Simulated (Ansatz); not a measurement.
# armchair SiC nanoribbon (N = 3, H edges): bands by functional and under strain, part 2 of 3

Wanted: the relaxed geometry and the bands of the armchair SiC nanoribbon (N = 3, H edges).

Ansatz 0.2.0; DFT PBE, plane waves, PAW; relaxation of a wire's period (the session's first sound run).

So far. Step 2 (Relaxing the period): The cell's length comes to 5.442 Å with spin left out.

## 3. The perfect wire

This step: DFT PBE, plane waves, PAW; channels and complex bands of a perfect wire (Ansatz 0.2.0).

At the relaxed period the Bloch states of the perfect wire are found at each energy: those that move forward count the open channels, and those that decay describe how a disturbance dies away inside the wire itself. An energy step of 0.035 eV is under the 0.039 eV that the program asks for its thermal average at 300 K.

input.yaml reads:

```yaml
crystal:
  lattice:
    - [12.56, 0.0, 0.0]
    - [0.0, 7.0, 0.0]
    - [0.0, 0.0, 5.4421406657]
  atoms:
    - { symbol: Si, position: [0.380745627, 0.5, 0.008372584] }
    - { symbol: Si, position: [0.619245065, 0.5, 0.008372584] }
    - { symbol: C, position: [0.379022721, 0.5, 0.329568033] }
    - { symbol: C, position: [0.620967971, 0.5, 0.329568033] }
    - { symbol: H, position: [0.302205853, 0.5, 0.42335] }
    - { symbol: H, position: [0.697784839, 0.5, 0.42335] }
    - { symbol: Si, position: [0.499995346, 0.5, 0.499894245] }
    - { symbol: C, position: [0.499995346, 0.5, 0.831324681] }
    - { symbol: H, position: [0.277266053, 0.5, 0.873844798] }
    - { symbol: H, position: [0.722724639, 0.5, 0.873844798] }
kpoints:
  mp_grid: { grid: [1, 1, 15] }
  band_path: { path: ["Γ", Z], npoints: 50 }
scf:
  occupations: { method: fermi_dirac, width: 0.05 }
hamiltonian:
  xc: pbe
output:
  transmission:
    e_range: [-2, 2]
    de: 0.035
    kmesh: [1, 1]
    reduced_basis: true
    leads: [[0, 0]]
  dos: { e_range: [-5, 4] }
  write_potential: true
  write_density: true
  volumetric_format: npy
  elf: true
```

On the command line:

```bash
> ansatz run input.yaml --threads 4 --pin off --max-ram 16384MiB --backend cpu --events-out ev --progress --plain --runs-dir out
```

Numbers of over 12 decimals in the logs are rounded to 6 here.

The log of the run:

```text
[...]
Crystal: 10 atoms, lattice volume = 478.473 Å³
Basis set: ecut = 420 eV, 9325 PW (Γ)
Bands: 24, of which v1, the nominal top of the filled ones, is band 14 counted from 1 (13 counted from 0)
Symmetry: 4 space group operations
[...]
k-points: 8 of 15 (time reversal used)
[...]
SCF iter   1: F=—  HF=-2720.960801 eV  |F-HF|=—  |Δ(HF+E_count)|=         —  Δρ=1.89e-3  dr2=2.20e-2  ethr=1.77e-3  ⟨swp⟩=8.9  Hψ=1352  notcnv=0  defer=3
[...]
SCF iter   7: F=-2720.978196 eV  HF=-2720.978195 eV  |F-HF|=1.91e-7  |Δ(HF+E_count)|=   1.72e-6  Δρ=3.89e-6  dr2=8.16e-8  ethr=3.57e-10  ⟨swp⟩=11.6  Hψ=1056  notcnv=0
SCF 1 converged in 7 iterations: F = -2720.978196 eV  dr2 = 8.16e-8
[...]
NSCF: frozen V_eff on 51 k-points
transmission: 7 of 42 steps passed
transmission: 14 of 42 steps passed
[...]
transmission: 42 of 42 steps passed
WARN: The output density's exchange-correlation potential varies sharply where the density is thin. Do not read a vacuum level from v_tot or v_xc, or from such a field of the output density. On a cell that repeats whose density bears no net charge and no dipole along the vacuum's axis use v_es (v_loc + v_h of the components); under efield.dipole_correction with no amplitude use v_es + v_field, which holds any externa [...]
Second SCF, for the conductance: iteration 1, dr2 9.531e-8 eV
Second SCF, for the conductance: iteration 2, dr2 3.675e-8 eV
Second SCF, for the conductance: iteration 3, dr2 8.046e-9 eV
transmission: 7 of 42 steps passed
transmission: 14 of 42 steps passed
[...]
transmission: 42 of 42 steps passed
SCF converged after 7 iterations
Free energy (F): -2720.978196 eV
[...]
Internal energy: -2720.978196 eV  (E = F + TS)
E sigma→0 (E₀):  -2720.978196 eV
Fermi energy:    -1.754740 eV
[...]
--- Band table (eV; the first three rows and the last of 8) ---
  k-point 0: bands = [... 10 lower, -5.1894, -5.1615, -3.5974, -2.9536, -0.5562, 0.3856, 0.5863, 1.0006, ... 6 higher]
  k-point 1: bands = [... 10 lower, -5.2069, -5.1681, -3.5905, -3.0270, -0.4793, 0.3509, 0.5939, 1.0200, ... 6 higher]
  k-point 2: bands = [... 10 lower, -5.2566, -5.1971, -3.5706, -3.2204, -0.2761, 0.2555, 0.6184, 1.0778, ... 6 higher]
  k-point 7: bands = [... 10 lower, -5.5518, -4.9987, -4.5567, -3.4214, -0.3179, 1.0993, 1.2772, 1.3647, ... 6 higher]
--- Transmission ---
  basis      : 767 plane waves across, 7 finite elements along
  points     : 1, standing for a mesh of 1 x 1
  filling    : by a second SCF (3 iterations) under fermi_dirac of width 0.025852 eV on a mesh of 1 x 1 x 23, whose Fermi level is -1.754651 eV
  energies   : 115 from -2.000000 to 1.990000 eV about the Fermi level, 0.035000 eV apart; the leads are filled to 0.000000 eV, and channels, transmission and decay are at -0.005000 eV
  crystal 0  : C3H4Si3, at the sites [0, 0], period 5.4421 Å: whole cells are its period
    offset         : up to 0.0000 Å between an atom of the period and one for which it stands
    filled         : 0.3 meV over the level at which it is neutral
    channels       : 0.000000e0 a spin
    conductance    : 1.2790e-6 S/m² at 300 K; may be off by some 0.4 % by where its bands' edges are placed, 0.0 % from the distance to neutral
    slowest decay  : 0.2090 /Å at (0.0000, 0.0000)
```

It took 2.6 min on 4 threads of Arm Neoverse V1, shared host; peak memory 1 GiB; 8.9 min of CPU time.

In the SCF lines HF is the Harris–Foulkes energy and dr2 the Hartree energy of the density residual, in eV; the loop may stop once dr2 is under the threshold and the program's other checks hold. Hψ counts applications of the Hamiltonian.

Numbers from this step:

| Item | Value |
| --- | --- |
| channels at the energy nearest the Fermi level, one spin | 0 |
| conductance of the lead as this run defines it | 1.45e-20 G₀ |
| slowest decay in the lead at the energy nearest the Fermi level | 0.209 Å⁻¹ |
| band gap | 2.397 eV |

Table of open channels of the lead, one spin by energy, zero at the Fermi level:

| energy (eV) | open channels of the lead, one spin |
| --- | --- |
| -2.000 | 1 |
| -1.895 | 1 |
| -1.790 | 2 |
| -1.685 | 2 |
| -1.615 | 1 |
| -1.510 | 1 |
| -1.405 | 1 |
| -1.300 | 1 |
| -1.195 | 0 |
| -1.090 | 0 |
| -0.985 | 0 |
| -0.915 | 0 |
| -0.810 | 0 |
| -0.705 | 0 |
| -0.600 | 0 |
| -0.495 | 0 |
| -0.390 | 0 |
| -0.285 | 0 |
| -0.215 | 0 |
| -0.110 | 0 |
| -0.005 | 0 |
| 0.100 | 0 |
| 0.205 | 0 |
| 0.310 | 0 |
| 0.415 | 0 |
| 0.485 | 0 |
| 0.590 | 0 |
| 0.695 | 0 |
| 0.800 | 0 |
| 0.905 | 0 |
| 1.010 | 0 |
| 1.115 | 0 |
| 1.185 | 0 |
| 1.290 | 1 |
| 1.395 | 1 |
| 1.500 | 2 |
| 1.605 | 2 |
| 1.710 | 2 |
| 1.815 | 2 |
| 1.885 | 2 |

The slowest values at each energy, most degenerate partners merged, listed up to 1.5 1/Å. Table of Im kz of the slowest decaying states by energy, zero at the Fermi level:

| energy (eV) | decay 1 (Å⁻¹) | decay 2 (Å⁻¹) | decay 3 (Å⁻¹) | decay 4 (Å⁻¹) |
| --- | --- | --- | --- | --- |
| -2.000 | 0.334 | 0.372 | 0.379 | 0.503 |
| -1.790 | 0.380 | 0.389 | 0.521 | 1.08 |
| -1.615 | 0.174 | 0.385 | 0.396 | 0.533 |
| -1.405 | 0.334 | 0.390 | 0.403 | 0.545 |
| -1.195 | 0.0186 | 0.393 | 0.396 | 0.408 |
| -0.985 | 0.122 | 0.396 | 0.412 | 0.427 |
| -0.810 | 0.157 | 0.396 | 0.414 | 0.441 |
| -0.600 | 0.183 | 0.396 | 0.415 | 0.448 |
| -0.390 | 0.199 | 0.395 | 0.414 | 0.446 |
| -0.215 | 0.206 | 0.393 | 0.413 | 0.441 |
| -0.005 | 0.209 | 0.390 | 0.410 | 0.428 |
| 0.205 | 0.206 | 0.385 | 0.406 | 0.411 |
| 0.415 | 0.196 | 0.379 | 0.387 | 0.401 |
| 0.590 | 0.182 | 0.362 | 0.374 | 0.395 |
| 0.800 | 0.156 | 0.324 | 0.365 | 0.387 |
| 1.010 | 0.113 | 0.274 | 0.356 | 0.377 |
| 1.185 | 0.0313 | 0.215 | 0.347 | 0.368 |
| 1.395 | 0.0841 | 0.334 | 0.354 | 0.547 |
| 1.605 | 0.320 | 0.338 | 0.537 | 0.539 |
| 1.815 | 0.303 | 0.319 | 0.480 | 0.530 |

The electronic bands at the labelled points (eV, zero at the Fermi level):

| point | band 11 | band 12 | band 13 | band 14 | band 15 | band 16 | band 17 | band 18 |
| --- | --- | --- | --- | --- | --- | --- | --- | --- |
| Γ | -3.43 | -3.41 | -1.84 | -1.20 | 1.20 | 2.14 | 2.34 | 2.76 |
| halfway | -3.64 | -3.61 | -1.94 | -1.76 | 1.77 | 1.99 | 2.48 | 3.02 |
| Z | -3.80 | -3.21 | -2.84 | -1.66 | 1.43 | 2.88 | 3.08 | 3.10 |

ELF in the ca plane at fractional y = 0.500, with atoms of Si and C and H within 0.2 Å of it. It is the smooth field of the valence electrons, not physical close to the nuclei.

Ten even steps from '0' (0.00 × 1e-1) to '9' (9.99 × 1e-1), each cell a mean:
```
000000000000000
000000000000000
000000000001232
300000000004887
710002320017999
830027982029999
831259996029999
635679996017999
348843673001454
237854774113564
523568873466788
620124332786247
621246542687468
425668984345787
348842674102442
337756884003676
833469997028999
930149995039999
820015751028999
510000100016999
200000000002675
000000000000111
000000000000000
000000000000000
```
Columns run along c (5.4 Å), rows up along a (12.6 Å). Atoms in or near the plane, at fractional coordinates: Si at (0.01, 0.38), Si at (0.01, 0.62), C at (0.33, 0.38), C at (0.33, 0.62), H at (0.42, 0.30), H at (0.42, 0.70), Si at (0.50, 0.50), C at (0.83, 0.50), H at (0.87, 0.28), H at (0.87, 0.72).

Valence density in the ca plane at fractional y = 0.500, with atoms of Si and C and H within 0.2 Å of it. It is the smooth field of the valence electrons, not physical close to the nuclei.

Values in e/Å³, 24 rows by 15 columns, each cell a mean:
```
0.0 0.0 0.0 0.0 0.0 0.0 0.0 0.0 0.0 0.0 0.0 0.0 0.0 0.0 0.0
0.0 0.0 0.0 0.0 0.0 0.0 0.0 0.0 0.0 0.0 0.0 0.0 0.0 0.0 0.0
0.0 0.0 0.0 0.0 0.0 0.0 0.0 0.0 0.0 0.0 0.0 0.0 0.0 0.0 0.0
0.0 0.0 0.0 0.0 0.0 0.0 0.0 0.0 0.0 0.0 0.0 0.0 0.0 0.0 0.0
0.0 0.0 0.0 0.0 0.0 0.0 0.0 0.0 0.0 0.0 0.0 0.0 0.0 0.0 0.0
0.1 0.0 0.0 0.0 0.0 0.1 0.1 0.1 0.0 0.0 0.0 0.1 0.2 0.4 0.2
0.3 0.1 0.1 0.1 0.2 0.5 0.8 0.4 0.1 0.0 0.1 0.2 0.7 1.4 0.8
0.4 0.3 0.3 0.5 0.8 1.3 1.7 0.8 0.2 0.1 0.1 0.2 0.5 0.8 0.8
0.1 0.3 0.8 1.3 1.7 1.8 1.5 0.6 0.2 0.1 0.1 0.1 0.2 0.4 0.3
0.2 0.3 0.7 1.1 1.5 1.7 1.4 0.7 0.3 0.1 0.1 0.2 0.4 0.5 0.4
0.5 0.3 0.3 0.4 0.6 0.9 0.9 0.6 0.3 0.3 0.4 0.7 1.0 1.2 0.9
0.4 0.2 0.1 0.1 0.2 0.4 0.3 0.1 0.2 0.6 1.0 1.5 1.8 1.7 1.1
0.5 0.2 0.1 0.2 0.3 0.5 0.5 0.3 0.2 0.5 0.8 1.3 1.6 1.6 1.0
0.4 0.3 0.4 0.6 1.0 1.3 1.1 0.7 0.3 0.2 0.3 0.4 0.7 0.9 0.7
0.1 0.3 0.8 1.4 1.7 1.8 1.4 0.6 0.2 0.1 0.1 0.1 0.3 0.4 0.2
0.3 0.3 0.6 1.0 1.4 1.7 1.5 0.6 0.2 0.1 0.0 0.1 0.3 0.5 0.5
0.4 0.2 0.2 0.3 0.5 1.0 1.6 0.7 0.2 0.1 0.1 0.2 0.6 1.1 0.9
0.2 0.1 0.1 0.1 0.1 0.2 0.4 0.2 0.1 0.0 0.0 0.2 0.6 1.1 0.6
0.1 0.0 0.0 0.0 0.0 0.0 0.0 0.0 0.0 0.0 0.0 0.1 0.1 0.2 0.1
0.0 0.0 0.0 0.0 0.0 0.0 0.0 0.0 0.0 0.0 0.0 0.0 0.0 0.0 0.0
0.0 0.0 0.0 0.0 0.0 0.0 0.0 0.0 0.0 0.0 0.0 0.0 0.0 0.0 0.0
0.0 0.0 0.0 0.0 0.0 0.0 0.0 0.0 0.0 0.0 0.0 0.0 0.0 0.0 0.0
0.0 0.0 0.0 0.0 0.0 0.0 0.0 0.0 0.0 0.0 0.0 0.0 0.0 0.0 0.0
0.0 0.0 0.0 0.0 0.0 0.0 0.0 0.0 0.0 0.0 0.0 0.0 0.0 0.0 0.0
```
Columns run along c (5.4 Å), rows up along a (12.6 Å). Atoms in or near the plane, at fractional coordinates: Si at (0.01, 0.38), Si at (0.01, 0.62), C at (0.33, 0.38), C at (0.33, 0.62), H at (0.42, 0.30), H at (0.42, 0.70), Si at (0.50, 0.50), C at (0.83, 0.50), H at (0.87, 0.28), H at (0.87, 0.72).

Electrostatic potential energy in the ca plane at fractional y = 0.500, with atoms of Si and C and H within 0.2 Å of it. With pseudopotentials it is smooth inside the atoms' cores, unlike the true potential.

Ten even steps from '0' (-62 eV) to '9' (2 eV), each cell a mean:
```
999999999999999
999999999999999
999999999999999
999999999999999
999999999999999
999999999999989
999998579999637
568886479999876
016610489999851
026621589999851
678987645788666
899986200473016
889997311575237
357865677899874
015510389999840
137732589999862
789997269999757
999999889999748
999999999999999
999999999999999
999999999999999
999999999999999
999999999999999
999999999999999
```
Columns run along c (5.4 Å; values clipped at the 3rd and 97th percentile), rows up along a (12.6 Å). Atoms in or near the plane, at fractional coordinates: Si at (0.01, 0.38), Si at (0.01, 0.62), C at (0.33, 0.38), C at (0.33, 0.62), H at (0.42, 0.30), H at (0.42, 0.70), Si at (0.50, 0.50), C at (0.83, 0.50), H at (0.87, 0.28), H at (0.87, 0.72).

By hand: a barrier of this wire, of length L, would pass T ∝ exp(−2κL) at this energy; with κ = 0.209 Å⁻¹ one decade takes ln 10 / (2κ) = 5.51 Å.

At the computed energy nearest the Fermi level there are 0 channels a spin, and the thermal average gives 1.5e-20 G₀; the gap is 2.40 eV.

## 4. Another level of theory, level LDA, cutoff 420 eV

This step: DFT LDA, plane waves, PAW; bands of a perfect wire at the PBE geometry (Ansatz 0.2.0).

The atoms stay at the PBE geometry and the functional changes. At fixed atoms LDA and the gradient-corrected functionals usually give like bands; this run checks that. Against the first PBE run of this kind, the mesh along the wire has 12 points against 15.

Edit input.yaml of step 3 so:

```diff
@@ -17,3 +17,3 @@
 kpoints:
-  mp_grid: { grid: [1, 1, 15] }
+  mp_grid: { grid: [1, 1, 12] }
   band_path: { path: ["Γ", Z], npoints: 50 }
@@ -22,14 +22,2 @@
 hamiltonian:
-  xc: pbe
-output:
-  transmission:
-    e_range: [-2, 2]
-    de: 0.035
-    kmesh: [1, 1]
-    reduced_basis: true
-    leads: [[0, 0]]
-  dos: { e_range: [-5, 4] }
-  write_potential: true
-  write_density: true
-  volumetric_format: npy
-  elf: true
+  xc: lda
```

The log of the run:

```text
[...]
Crystal: 10 atoms, lattice volume = 478.473 Å³
Basis set: ecut = 420 eV, 9325 PW (Γ)
Bands: 24, of which v1, the nominal top of the filled ones, is band 14 counted from 1 (13 counted from 0)
Symmetry: 4 space group operations
[...]
k-points: 7 of 12 (time reversal used)
[...]
SCF iter   1: F=—  HF=-2613.633357 eV  |F-HF|=—  |Δ(HF+E_count)|=         —  Δρ=4.43e-3  dr2=9.75e-2  ethr=1.77e-3  ⟨swp⟩=8.6  Hψ=1167  notcnv=0  defer=2
[...]
SCF iter   7: F=-2613.622919 eV  HF=-2613.622919 eV  |F-HF|=4.17e-9  |Δ(HF+E_count)|=   2.43e-7  Δρ=2.48e-6  dr2=5.19e-8  ethr=3.57e-10  ⟨swp⟩=13.1  Hψ=935  notcnv=0
SCF 1 converged in 7 iterations: F = -2613.622919 eV  dr2 = 5.19e-8
[...]
SCF converged after 7 iterations
Free energy (F): -2613.622919 eV
[...]
Internal energy: -2613.622919 eV  (E = F + TS)
E sigma→0 (E₀):  -2613.622919 eV
Fermi energy:    -1.955635 eV
[...]
--- Band table (eV; the first three rows and the last of 7) ---
  k-point 0: bands = [... 10 lower, -5.3293, -5.2879, -3.7937, -3.1332, -0.7775, 0.1639, 0.4752, 0.9026, ... 6 higher]
  k-point 1: bands = [... 10 lower, -5.3364, -5.3169, -3.7826, -3.2475, -0.6589, 0.1082, 0.4837, 0.9318, ... 6 higher]
  k-point 2: bands = [... 10 lower, -5.3972, -5.3818, -3.7513, -3.5308, -0.3636, -0.0375, 0.5139, 1.0180, ... 6 higher]
  k-point 6: bands = [... 10 lower, -5.7178, -5.1524, -4.7951, -3.6079, -0.5711, 0.9031, 1.1135, 1.1790, ... 6 higher]
```

The job ended after 9.6 s (4 threads; peak memory 0.74 GiB).

This step gave:

| Property | Result |
| --- | --- |
| band gap | 2.356 eV |

Electronic bands along the path, in eV, zero at the Fermi level:

| point | band 11 | band 12 | band 13 | band 14 | band 15 | band 16 | band 17 | band 18 |
| --- | --- | --- | --- | --- | --- | --- | --- | --- |
| Γ | -3.37 | -3.33 | -1.84 | -1.18 | 1.18 | 2.12 | 2.43 | 2.86 |
| halfway | -3.56 | -3.55 | -1.93 | -1.75 | 1.73 | 1.97 | 2.54 | 3.11 |
| Z | -3.76 | -3.20 | -2.84 | -1.65 | 1.38 | 2.86 | 3.07 | 3.13 |

The gap is 2.36 eV, against 2.40 eV under PBE at the relaxed period.

## 5. Another level of theory, level PBEsol, cutoff 420 eV

This step: DFT PBEsol, plane waves, PAW; bands of a perfect wire at the PBE geometry (Ansatz 0.2.0).

The atoms stay at the PBE geometry and the functional changes. At fixed atoms LDA and the gradient-corrected functionals usually give like bands; this run checks that. Against the first PBE run of this kind, the mesh along the wire has 12 points against 15.

Edit input.yaml of step 4 so:

```diff
@@ -22,2 +22,2 @@
 hamiltonian:
-  xc: lda
+  xc: pbesol
```

The log of the run:

```text
[...]
Crystal: 10 atoms, lattice volume = 478.473 Å³
Basis set: ecut = 420 eV, 9325 PW (Γ)
Bands: 24, of which v1, the nominal top of the filled ones, is band 14 counted from 1 (13 counted from 0)
Symmetry: 4 space group operations
[...]
k-points: 7 of 12 (time reversal used)
[...]
--- Band table (eV; the first three rows and the last of 7) ---
  k-point 0: bands = [... 10 lower, -5.1669, -5.1576, -3.6323, -2.9827, -0.6014, 0.3483, 0.6425, 1.0238, ... 6 higher]
  k-point 1: bands = [... 10 lower, -5.1858, -5.1758, -3.6214, -3.0966, -0.4821, 0.2938, 0.6515, 1.0545, ... 6 higher]
  k-point 2: bands = [... 10 lower, -5.2637, -5.2258, -3.5909, -3.3793, -0.1844, 0.1511, 0.6832, 1.1453, ... 6 higher]
  k-point 6: bands = [... 10 lower, -5.5606, -5.0050, -4.6397, -3.4514, -0.3727, 1.0998, 1.3108, 1.3513, ... 6 higher]
[key lines of the parts left out:]
SCF converged after 8 iterations
Free energy (F): -2663.856783 eV
Fermi energy:    -1.792017 eV
```

The job ended after 9.8 s (4 threads; peak memory 0.74 GiB; 38 s of CPU time).

Electronic bands along the path, in eV, zero at the Fermi level:

| point | band 11 | band 12 | band 13 | band 14 | band 15 | band 16 | band 17 | band 18 |
| --- | --- | --- | --- | --- | --- | --- | --- | --- |
| Γ | -3.37 | -3.37 | -1.84 | -1.19 | 1.19 | 2.14 | 2.43 | 2.82 |
| halfway | -3.58 | -3.57 | -1.94 | -1.76 | 1.76 | 1.99 | 2.55 | 3.08 |
| Z | -3.77 | -3.21 | -2.85 | -1.66 | 1.42 | 2.89 | 3.10 | 3.14 |

The gap is 2.38 eV, against 2.40 eV under PBE at the relaxed period.

## 6. Another level of theory, level r2SCAN, cutoff 500 eV

This step: DFT r2SCAN, plane waves, PAW; bands of a perfect wire at the PBE geometry (Ansatz 0.2.0).

The atoms stay at the PBE geometry and the functional changes. r2SCAN also reads the kinetic-energy density; it often gives larger moments and wider gaps than PBE, at a higher cost. Against the first PBE run of this kind, the cutoff is 500 eV against 420 and the mesh along the wire has 12 points against 15.

Edit input.yaml of step 5 so:

```diff
@@ -22,2 +22,2 @@
 hamiltonian:
-  xc: pbesol
+  xc: r2scan
```

The log of the run:

```text
[...]
Crystal: 10 atoms, lattice volume = 478.473 Å³
Basis set: ecut = 500 eV, 12147 PW (Γ), exchange–correlation on 384×216×160 points (64 copies of the dense FFT grid, shifted against one another)
Bands: 24, of which v1, the nominal top of the filled ones, is band 14 counted from 1 (13 counted from 0)
Symmetry: 4 space group operations
[...]
k-points: 7 of 12 (time reversal used)
[...]
--- Band table (eV; the first three rows and the last of 7) ---
  k-point 0: bands = [... 10 lower, -5.4697, -5.4203, -3.7765, -3.1090, -0.4452, 0.5459, 0.9372, 1.5230, ... 6 higher]
  k-point 1: bands = [... 10 lower, -5.4973, -5.4340, -3.7656, -3.2251, -0.3212, 0.4894, 0.9483, 1.5518, ... 6 higher]
  k-point 2: bands = [... 10 lower, -5.5732, -5.4958, -3.7350, -3.5163, -0.0082, 0.3414, 0.9869, 1.6362, ... 6 higher]
  k-point 6: bands = [... 10 lower, -5.8365, -5.2265, -4.8307, -3.5968, -0.2000, 1.3670, 1.7017, 1.7028, ... 6 higher]
[key lines of the parts left out:]
SCF converged after 8 iterations
Free energy (F): -2733.225509 eV
Fermi energy:    -1.776755 eV
```

Elapsed: 21 s, on 4 threads; peak memory 1.4 GiB.

The gap is 2.66 eV, against 2.40 eV under PBE at the relaxed period.

## 7. Comparing the runs

Times are for 4 threads of Arm Neoverse V1, shared host. The series side by side:

| no. | level | band gap (eV) | time | memory (GiB) |
| --- | --- | --- | --- | --- |
| 1 | LDA | 2.356 | 9.6 s | 0.74 |
| 2 | PBEsol | 2.381 | 9.8 s | 0.74 |
| 3 | r2SCAN | 2.664 | 21 s | 1.4 |

(Continued in part 3 of 3.)

[Logs are printed without paths, hosts, clocks, repeated set-up lines and the standing remarks that a program may print on its own settings, such as how far it seeks lower states.]

[Hosts, paths, dates, database ids (printed as entryN), source tags and the programs' standing remarks are cut or masked in the printed files.]
